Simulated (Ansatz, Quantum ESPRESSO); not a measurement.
# AlN, zinc blende or diamond type, strained in the (001) plane: the gap on the mesh at a withheld member of a series

**Set-up.** Quantum ESPRESSO 7.5, PBE, GBRV ultrasoft. The cubic cell is relaxed first; each member is held at its strain in the plane while the axis along [001] relaxes. pwcond (ikind = 0) gives the complex bands along [001] at three points across. Fixed occupations. The series steps biaxial strain in the plane.

```
biaxial strain in the plane  gap on the mesh (eV)
                       -4 %                 3.055
                       -3 %                 3.126
                       -1 %                 3.244
                        0 %                 3.299
                        1 %                 3.180
                        2 %                 3.071
                        3 %                 2.975
                        4 %                 2.890
```

To predict: What is the gap on the mesh at −2 %?

**Fit.** The rows at -3 % and -1 % give a slope of (3.244 − (3.126))/(−1 − (−3)) = 0.059, so a straight line gives 3.185 eV. A parabola through these and the row at -4 % gives 3.189 eV.

**Check.** 3.185 eV. The line misses by 0.000 and the parabola by +0.004 eV. The line does better here.

Caveats: Atoms keep their symmetric sites, so polar or tilted distortions are left out; semilocal gaps and decay constants are too small; no spin-orbit coupling; three points across.

[Logs are printed without paths, hosts, clocks, repeated set-up lines and the standing remarks that a program may print on its own settings, such as how far it seeks lower states.]
